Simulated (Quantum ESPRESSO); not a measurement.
# MnGe: which magnetic order is lowest, part 2 of 2

Aim: find out which collinear order of MnGe costs least.

Quantum ESPRESSO 7.5; PBEsol; plane waves with GBRV 1.5 PBEsol potentials, no spin-orbit coupling.

So far, absolute magnetization (μB): step 2 (run 1 (ferro ++++)) 8.93.

## 3. Start 2: antiferro ++−−

File pw.in:

```
&CONTROL
  calculation = 'scf'
  prefix = 'pwscf'
  outdir = './tmp'
  pseudo_dir = './pseudo'
  disk_io = 'nowf'
/
&SYSTEM
  ibrav = 0
  celldm(1) = 8
  nat = 8
  ntyp = 3
  ecutwfc = 40
  ecutrho = 280
  nbnd = 72
  occupations = 'smearing'
  smearing = 'fd'
  degauss = 0.00734986
  nspin = 2
  starting_magnetization(1) = 0.2333
  starting_magnetization(2) = -0.2333
  starting_magnetization(3) = 0
/
&ELECTRONS
  conv_thr = 1.6d-08
  electron_maxstep = 150
  mixing_beta = 0.3
/
ATOMIC_SPECIES
Mn1    54.9380 mn_pbesol_v1.5.uspp.F.UPF
Mn2    54.9380 mn_pbesol_v1.5.uspp.F.UPF
Ge     72.6300 ge_pbesol_v1.4.uspp.F.UPF
CELL_PARAMETERS alat
   1.1161202151773    0.0000000000000    0.0000000000000
   0.0000000000000    1.1161202151773    0.0000000000000
   0.0000000000000    0.0000000000000    1.1161202151773
ATOMIC_POSITIONS crystal
Mn1     0.6371118200    0.1371118200    0.3628881800
Mn1     0.1371118200    0.3628881800    0.6371118200
Mn2     0.3628881800    0.6371118200    0.1371118200
Mn2     0.8628881800    0.8628881800    0.8628881800
Ge      0.3423633700    0.8423633700    0.6576366300
Ge      0.8423633700    0.6576366300    0.3423633700
Ge      0.6576366300    0.3423633700    0.8423633700
Ge      0.1576366300    0.1576366300    0.1576366300
K_POINTS automatic
6 6 6 0 0 0
```

On the command line:

```bash
> OMP_NUM_THREADS=1 mpirun -n 4 pw.x -nk 4 -in pw.in > pw.out
```

Log:

```text
[banner, memory and clock lines left out]
Program PWSCF v.7.5 starts

     Message from routine setup:
     using ibrav=0 with symmetry is DISCOURAGED, use correct ibrav instead

     bravais-lattice index     =            0
     lattice parameter (alat)  =       8.0000  a.u.
     unit-cell volume          =     711.8736 (a.u.)^3
     number of atoms/cell      =            8
     number of atomic types    =            3
     number of electrons       =       116.00
     number of Kohn-Sham states=           72
     kinetic-energy cutoff     =      40.0000  Ry
     charge density cutoff     =     280.0000  Ry
     scf convergence threshold =      1.6E-08
     mixing beta               =       0.3000
     number of iterations used =            8  plain     mixing
     Exchange-correlation= SLA  PW   PSX  PSC
                           (   1   4  10   8   0   0   0)

     celldm(1)=   8.000000  celldm(2)=   0.000000  celldm(3)=   0.000000
     celldm(4)=   0.000000  celldm(5)=   0.000000  celldm(6)=   0.000000

     crystal axes: (cart. coord. in units of alat)
               a(1) = (   1.116120   0.000000   0.000000 )
               a(2) = (   0.000000   1.116120   0.000000 )
               a(3) = (   0.000000   0.000000   1.116120 )

     reciprocal axes: (cart. coord. in units 2 pi/alat)
               b(1) = (  0.895961  0.000000  0.000000 )
               b(2) = (  0.000000  0.895961  0.000000 )
               b(3) = (  0.000000  0.000000  0.895961 )

     PseudoPot. # 1 for Mn read from file:
     mn_pbesol_v1.5.uspp.F.UPF
     Pseudo is Ultrasoft + core correction, Zval = 15.0

     PseudoPot. # 2 for Mn read from file:
     mn_pbesol_v1.5.uspp.F.UPF
     Pseudo is Ultrasoft + core correction, Zval = 15.0

     PseudoPot. # 3 for Ge read from file:
     ge_pbesol_v1.4.uspp.F.UPF
     Pseudo is Ultrasoft + core correction, Zval = 14.0

     atomic species   valence    mass     pseudopotential
     Mn1              15.00    54.93800     Mn( 1.00)
     Mn2              15.00    54.93800     Mn( 1.00)
     Ge               14.00    72.63000     Ge( 1.00)

     Starting magnetic structure
     atomic species   magnetization
     Mn1             0.233
     Mn2            -0.233
     Ge              0.000

      2 Sym. Ops. (no inversion) found ( 1 have fractional translation)

   Cartesian axes

     site n.     atom                  positions (alat units)
         1        Mn1    tau(   1) = (   0.7110934   0.1530333   0.4050268  )
         2        Mn1    tau(   2) = (   0.1530333   0.4050268   0.7110934  )
         3        Mn2    tau(   3) = (   0.4050268   0.7110934   0.1530333  )
         4        Mn2    tau(   4) = (   0.9630869   0.9630869   0.9630869  )
         5        Ge     tau(   5) = (   0.3821187   0.9401788   0.7340015  )
         6        Ge     tau(   6) = (   0.9401788   0.7340015   0.3821187  )
         7        Ge     tau(   7) = (   0.7340015   0.3821187   0.9401788  )
         8        Ge     tau(   8) = (   0.1759414   0.1759414   0.1759414  )

     number of k points=    80  Fermi-Dirac smearing, width (Ry)=  0.0073
                       cart. coord. in units 2pi/alat
        k(    1) = (   0.0000000   0.0000000   0.0000000), wk =   0.0046296
        k(    2) = (   0.0000000   0.0000000   0.1493268), wk =   0.0092593
        k(    3) = (   0.0000000   0.0000000   0.2986536), wk =   0.0092593
        k(    4) = (   0.0000000   0.0000000  -0.4479804), wk =   0.0046296
        k(    5) = (   0.0000000   0.1493268   0.1493268), wk =   0.0092593
        [... 75 further k-points ...]

     Dense  grid:    56259 G-vectors     FFT dimensions: (  48,  48,  48)

     Smooth grid:    24303 G-vectors     FFT dimensions: (  36,  36,  36)

     Check: negative core charge=   -0.000038
     Generating pointlists ...
     new r_m :   0.2350 (alat units)  1.8803 (a.u.) for type    1
     new r_m :   0.2350 (alat units)  1.8803 (a.u.) for type    2
     new r_m :   0.2350 (alat units)  1.8803 (a.u.) for type    3

     Initial potential from superposition of free atoms

     starting charge     113.9964, renormalised to     116.0000
     Starting wfcs are   88 randomized atomic wfcs

     Self-consistent Calculation

     iteration #  1     ecut=    40.00 Ry     beta= 0.30
     Davidson diagonalization with overlap
     ethr =  1.00E-02,  avg # of iterations =  2.0

     total energy              =   -1696.87986945 Ry
     estimated scf accuracy    <       1.94975730 Ry

     total magnetization       =     0.00 Bohr mag/cell
     absolute magnetization    =     9.87 Bohr mag/cell

     iteration #  2     ecut=    40.00 Ry     beta= 0.30
     Davidson diagonalization with overlap
     ethr =  1.68E-03,  avg # of iterations =  2.0

     total energy              =   -1697.06386558 Ry
     estimated scf accuracy    <       0.56380103 Ry

     total magnetization       =    -0.00 Bohr mag/cell
     absolute magnetization    =    10.31 Bohr mag/cell

     [... further iterations left out ...]

     iteration # 15     ecut=    40.00 Ry     beta= 0.30
     Davidson diagonalization with overlap
     ethr =  2.60E-10,  avg # of iterations =  1.9

     total energy              =   -1697.16179781 Ry
     estimated scf accuracy    <       0.00000008 Ry

     total magnetization       =     0.00 Bohr mag/cell
     absolute magnetization    =     7.22 Bohr mag/cell

     iteration # 16     ecut=    40.00 Ry     beta= 0.30
     Davidson diagonalization with overlap
     ethr =  7.30E-11,  avg # of iterations =  2.0

     Magnetic moment per site  (integrated on atomic sphere of radius R)
     atom   1 (R=0.235)  charge= 13.1790  magn=  1.6166
     atom   2 (R=0.235)  charge= 13.1790  magn=  1.6166
     atom   3 (R=0.235)  charge= 13.1790  magn= -1.6156
     atom   4 (R=0.235)  charge= 13.1790  magn= -1.6156
     atom   5 (R=0.235)  charge= 11.7858  magn=  0.0018
     atom   6 (R=0.235)  charge= 11.7858  magn=  0.0018
     atom   7 (R=0.235)  charge= 11.7858  magn= -0.0019
     atom   8 (R=0.235)  charge= 11.7858  magn= -0.0019

     End of self-consistent calculation

     Number of k-points >= 100: set verbosity='high' to print the bands.

     the Fermi energy is    16.2446 ev

!    total energy              =   -1697.16179785 Ry
     estimated scf accuracy    <          7.6E-09 Ry
     smearing contrib. (-TS)   =      -0.01991090 Ry
     internal energy E=F+TS    =   -1697.14188696 Ry

     The total energy is F=E-TS. E is the sum of the following terms:
     one-electron contribution =    -752.26463544 Ry
     hartree contribution      =     474.10108981 Ry
     xc contribution           =    -336.38979078 Ry
     ewald contribution        =   -1082.58855054 Ry

     total magnetization       =     0.00 Bohr mag/cell
     absolute magnetization    =     7.22 Bohr mag/cell

     convergence has been achieved in  16 iterations
```

Run time: 4.7 min. Hardware: 4 MPI ranks of Arm Neoverse V1, shared host; peak memory 1.1 GiB; 19 min of CPU time.

Spin moment in the atom's sphere by atom:

| atom | spin moment in the atom's sphere (μB) |
| --- | --- |
| Mn1 | 1.62 |
| Mn2 | 1.62 |
| Mn3 | -1.62 |
| Mn4 | -1.62 |
| Ge5 | 0.00 |
| Ge6 | 0.00 |
| Ge7 | 0.00 |
| Ge8 | 0.00 |

Read from the output:

* smearing term TS: 0.2709 eV
* magnetization: 0 μB
* absolute magnetization: 7.217 μB
* final state: antiferromagnetic

Spin density in the ac plane at fractional y = 0.137, with atoms of Mn and Ge within 0.2 Å of it.

Ten even steps from '0' (0.0 e/Å³) to '9' (2.4 e/Å³), each cell a mean:
```
00000000000000
00000000000000
00000000000000
00000000000000
00000000000000
00000000000000
00000000010000
00000001452000
00000002894000
00000001573000
00000000110000
00000000000000
00000000000000
00000000000000
```
Columns run along a (4.7 Å), rows up along c (4.7 Å). Atoms in or near the plane, at fractional coordinates: Mn at (0.64, 0.36), Ge at (0.16, 0.16).

Valence density in the ac plane at fractional y = 0.137, with atoms of Mn and Ge within 0.2 Å of it. It is the smooth field of the valence electrons, not physical close to the nuclei.

Ten steps, logarithmic in the rise over the least value, from '_' (0 e/Å³) to '@' (36 e/Å³), each cell a mean:
```
__....____________....______
__________________......____
__________________......____
__________________..________
____________________________
________________....________
______________..----::______
____________..==####++::____
__......____..++%%%%##--____
..::--::......==##%%**::____
::**##**::....::====--..__..
--%%@@##--..____....______..
::**%%**::________________..
..::--::..__________________
```
Columns run along a (4.7 Å), rows up along c (4.7 Å). Atoms in or near the plane, at fractional coordinates: Mn at (0.64, 0.36), Ge at (0.16, 0.16).

## 4. Run 3, typed as ferri +++−

pw.in, as its differences from that of step 3:

```diff
@@ -14,3 +14,3 @@
   ecutrho = 280
-  nbnd = 72
+  nbnd = 76
   occupations = 'smearing'
@@ -39,3 +39,3 @@
 Mn1     0.1371118200    0.3628881800    0.6371118200
-Mn2     0.3628881800    0.6371118200    0.1371118200
+Mn1     0.3628881800    0.6371118200    0.1371118200
 Mn2     0.8628881800    0.8628881800    0.8628881800
```

Log:

```text
     [... lines left out ...]
Program PWSCF v.7.5 starts
     [... lines left out ...]
     number of atoms/cell      =            8
     [... lines left out ...]
     number of electrons       =       116.00
     number of Kohn-Sham states=           76
     kinetic-energy cutoff     =      40.0000  Ry
     charge density cutoff     =     280.0000  Ry
     scf convergence threshold =      1.6E-08
     [... lines left out ...]
      3 Sym. Ops. (no inversion) found
     [... lines left out ...]
     number of k points=    40  Fermi-Dirac smearing, width (Ry)=  0.0073
     [... lines left out ...]
     iteration #150     ecut=    40.00 Ry     beta= 0.30
     [... lines left out ...]
     estimated scf accuracy    <       0.00487913 Ry
     total magnetization       =     5.87 Bohr mag/cell
     absolute magnetization    =     7.17 Bohr mag/cell
     [... lines left out ...]
     convergence NOT achieved after 150 iterations: stopping
[key lines of the parts left out:]
total energy              =   -1697.17294880 Ry
```

Wall time 26 min (4 MPI ranks); peak memory 0.84 GiB.

Residual by cycle:

cycle, log10 residual and a bar from the least value:
```
        1        1.4 ##############################
       15       -2.3 
       28       -1.6 ######
       42       -0.6 ##############
       55       -1.8 ####
       69        0.1 ####################
       82       -1.7 #####
       96       -1.1 ##########
      109       -1.2 #########
      123       -0.1 ##################
      136       -1.5 #######
      150       -1.2 #########
```

No converged result was reached; the numbers in the log don't describe the system.

After 150 cycles the residual stands at 0.066, against 0.023 at cycle 76 and a least value of 0.0039. The cap of 150 cycles in the input ended the loop.

## 5. Energies of the orders

An order is kept where moments of 0.15 μB or more survive with the typed signs; meshes match where a doubled cell samples the same k points as the first cell.

Orders:

| start | final state | typed order kept | energy over the lowest (meV a seeded atom) | largest site moment (μB) | net moment (μB a cell of the first run) | mesh matched | CPU time (s) |
| --- | --- | --- | --- | --- | --- | --- | --- |
| ferro ++++ | ferromagnetic | yes | 0 | 1.975 | 7.561 | yes | 317.4 |
| antiferro ++-- | antiferromagnetic | yes | 85.04 | 1.617 | 0.001876 | yes | 1116 |

## 6. Outcome

```
lowest state found      : ferromagnetic (from ferro ++++)
largest site moment     : 1.98 μB
next state with moments : antiferromagnetic, 85.0 meV a seeded atom higher
```

The smearing terms TS of the orders run from 40 to 68 meV a seeded atom, so the differences would change at a smaller width: an order with a larger TS is lowered more by the smearing. Only these 2 starts were compared; other wavevectors, canted and longer-period orders were not. 1 further start did not converge. A computed site moment is spin alone and hangs on the region that is counted: the program's spheres do not touch and miss the tail of the moment. Measured moments hold any orbital part as well, and belong to the order of the sample, which need not be the order of this run. Energies are free energies at an electronic temperature of 1160 K, which lowers moments and differences where the moments are itinerant.

Calculation against experiment:

```
        quantity  measured  in the sphere
moment (Mn) (μB)      1.83  1.98 (+7.9 %)
```

Measured values from arxiv:1602.01756 (2016).

**Verdict.** The moment is off by +7.9 %. No cell relaxation is part of this session.

[Logs and program files are shortened in this print: banners, set-up blocks, solver, clock and traceback lines can be left out without a mark of their own.]

[Logs are printed without paths, hosts, clocks, repeated set-up lines and the standing remarks that a program may print on its own settings, such as how far it seeks lower states.]

[Hosts, paths, dates, database ids (printed as entryN), source tags and the programs' standing remarks are cut or masked in the printed files.]

[Where a cell is said to come from a database of computed structures, the database is the Materials Project.]
